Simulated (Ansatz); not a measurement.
# Glassy 58SiO2-42ZnO (mol %) (67 atoms) under strain: runs compared

How stiff is glassy 58SiO2-42ZnO (mol %) (67 atoms), and how do its levels respond to strain?

Computed with Ansatz 0.2.0: Kohn-Sham DFT, PBE, PAW (set soft_1), plane waves.

## Step 1: The cell as built

The cell holds 67 atoms: 15 Si, 11 Zn and 41 O. Cell: a = 9.780 Å, b = 9.780 Å, c = 9.780 Å, α = 90.0°, β = 90.0°, γ = 90.0°. 67 atoms (15 Si, 11 Zn, 41 O) placed at random at 3.12 g/cm³, melted at 4000 K for 10 ps at fixed volume with the Morse and Coulomb pair potential with partial charges (Pedone, Malavasi, Menziani, Cormack and Segre, J. Phys. Chem. B 110, 11780 (2006)). Quenched from 4000 K to 300 K at 500 K/ps and fixed volume, held 10 ps at zero pressure.

Limits known from the start: The quench rate of 500 K/ps is many orders above laboratory rates, so the cell is likely richer in defects and strain than a real sample. The network of bonds at the start is that of the classical potential that made the cell, and needn't be the one that DFT or experiment would give. Only the Γ point is sampled.

## Step 2: The reference run

The reference is a single point at the end of the relaxation.

Every strained cell starts from the geometry of this run, and its atoms are relaxed with the cell held.

Its input, with most atom lines left out:

```yaml
crystal:
  lattice:
    - [9.7381, 0.12437, 0.33712]
    - [0.12437, 9.92388, -0.29577]
    - [0.33712, -0.29577, 9.69813]
  atoms:
    - { symbol: Si, position: [0.17024, 0.68966, 0.09288] }
    - { symbol: Si, position: [0.12425, 0.95549, 0.56898] }
    - { symbol: Si, position: [0.06348, 0.15214, 0.33222] }
    - { symbol: Si, position: [0.83194, 0.09526, 0.15576] }
    - { symbol: Si, position: [0.4787, 0.2755, 0.90178] }
    - { symbol: Si, position: [0.66017, 0.3435, 0.14384] }
    - { symbol: Si, position: [0.95762, 0.35077, 0.77108] }
    [... atom lines 8 to 67 left out ...]
kpoints:
  mp_grid: { grid: [1, 1, 1] }
hamiltonian:
  xc: pbe
  pseudopotentials: { kind: paw, azcp: { folder: soft_1 } }
scf:
  occupations: { method: fermi_dirac, width: 0.05 }
output:
  forces: true
  stress: true
  populations: true
  dos:
    method: { smearing: { sigma: 0.15 } }
    de: 0.1
    projected: { site_lists: { O: [O], Si: [Si], Zn: [Zn] } }
  eigenvalues: true
  write_density: true
  write_potential: true
  volumetric_format: npy
```

* free energy per atom: -1035.2183 eV/atom
* r.m.s. force component: 0.00542 eV/Å
* pressure: 0.005718 GPa

Filled and empty levels are parted by 2.92 eV (at Γ alone); a semilocal functional tends to put such gaps too low. In a disordered cell it changes from sample to sample, and tail or defect levels can set it.

## Step 3: The runs

Each row is one run, on 4 threads of Arm Neoverse V1, shared host. The free energy is the program's total, comparable only between runs with the same functional, potentials and atoms.

| run | atoms | outcome | ionic steps, all passes | free energy (eV) | time | host memory (GiB) |
| --- | --- | --- | --- | --- | --- | --- |
| Single point at the start | 67 | converged | - | -69353.157 | 11 s | 1.1 |
| Cell and atoms relaxed | 67 | converged | 19 | -69359.623 | 2.9 min | 1.1 |
| Single point at the relaxed geometry | 67 | converged | - | -69359.623 | 16 s | 1.1 |
| Volume -3 % | 67 | converged | 16 | -69359.621 | 2.4 min | 1.1 |
| Volume +3 % | 67 | converged | 13 | -69359.508 | 2.1 min | 1.2 |
| Volume -6 % | 67 | converged | 15 | -69359.336 | 2.2 min | 1.1 |
| Volume +6 % | 67 | converged | 13 | -69359.186 | 2.3 min | 1.2 |
| Volume -10 % | 67 | converged | 16 | -69358.451 | 2.2 min | 1.1 |
| Stretched by 1 % along x | 67 | converged | 5 | -69359.600 | 49 s | 1.2 |
| Compressed by 1 % along x | 67 | converged | 8 | -69359.601 | 78 s | 1.1 |
| Sheared by 2 % in xy | 67 | converged | 5 | -69359.584 | 48 s | 1.2 |

In some runs the program notes that the SCF threshold is loose for the stress.

## Step 4: Pressure against volume

Atoms are relaxed at each volume, in the scaled cell.

| volume change (%) | volume (Å³/atom) | energy change (meV/atom) | pressure (GPa) | largest move on relaxing (Å) | bonds | gap (eV) |
| --- | --- | --- | --- | --- | --- | --- |
| -10 | 12.561 | 17.50 | 5.18 | 0.97 | 104 | 3.06 |
| -6 | 13.119 | 4.28 | 2.51 | 0.96 | 103 | 2.91 |
| -3 | 13.538 | 0.04 | 0.74 | 0.91 | 103 | 2.80 |
| +0 | 13.956 | 0.00 | 0.01 | - | 100 | 2.92 |
| +3 | 14.375 | 1.72 | -1.54 | 0.47 | 102 | 2.87 |
| +6 | 14.794 | 6.53 | -2.51 | 0.66 | 100 | 2.86 |

## Step 5: Uniaxial strain and shear

Stress (GPa, compression positive) less that of the relaxed cell, atoms relaxed:

| strain | xx | yy | zz | xy | energy change (meV/atom) |
| --- | --- | --- | --- | --- | --- |
| stretched by 1 % along x | -0.842 | -0.452 | -0.348 | -0.006 | 0.35 |
| compressed by 1 % along x | 0.731 | 0.500 | 0.433 | 0.040 | 0.34 |
| sheared by 2 % in xy | -0.017 | 0.065 | 0.110 | -0.674 | 0.59 |

## Step 6: What came out

The bulk modulus, from the slope of pressure against ln V over the three points nearest the relaxed volume, is 37.9 GPa; between neighbouring points the slope runs 61, 56, 24, 52 and 34 GPa from the smallest volume up, without a steady fall, so no pressure derivative is given. The count of bonds runs from 100 to 104 over the series, so at some points contacts cross the cutoffs. At -10 %, -6 %, -3 % and +6 % some atom moved by over 0.5 Å on relaxing, so those points may sit in another local minimum. The curvature of the energy over the same three points gives 22.4 GPa instead, so stress and energy disagree and the modulus is uncertain by that much. The gap goes from 3.06 eV at the smallest volume to 2.86 eV at the largest, not monotonically (lowest 2.80, highest 3.06 eV), on the run's k-points. In the Cartesian axes of the cell, finite differences give C11 = 78.6, C12 = 47.6, C13 = 39.1 and C66 = 33.7 GPa (the shear of 2 % is the engineering strain, εxy = 0.01). The mean of C11, C12 and C13, which equals the bulk modulus in a cubic or isotropic solid, is 55.1 GPa: it lies 45 % over the bulk modulus from the volumes. For an isotropic solid C66 would equal (C11 − C12)/2 = 15.5 GPa; so small a sample needn't be isotropic, and C66 rests on one shear. The two differ too much for isotropic moduli to be formed.

Caveats: Strains are finite and relaxations stop at the force tolerance of the input, which can leave moduli too stiff; they are those of a static cell at zero temperature. Volumes are changed with the cell's shape held, so in an anisotropic solid the modulus lies over the one under free hydrostatic load. The program notes that the SCF threshold of the relaxations is loose for the stress.

The DFT runs together took 18 min of wall time.

[Logs are printed without paths, hosts, clocks, repeated set-up lines and the standing remarks that a program may print on its own settings, such as how far it seeks lower states.]

[Hosts, paths, dates, database ids (printed as entryN), source tags and the programs' standing remarks are cut or masked in the printed files.]
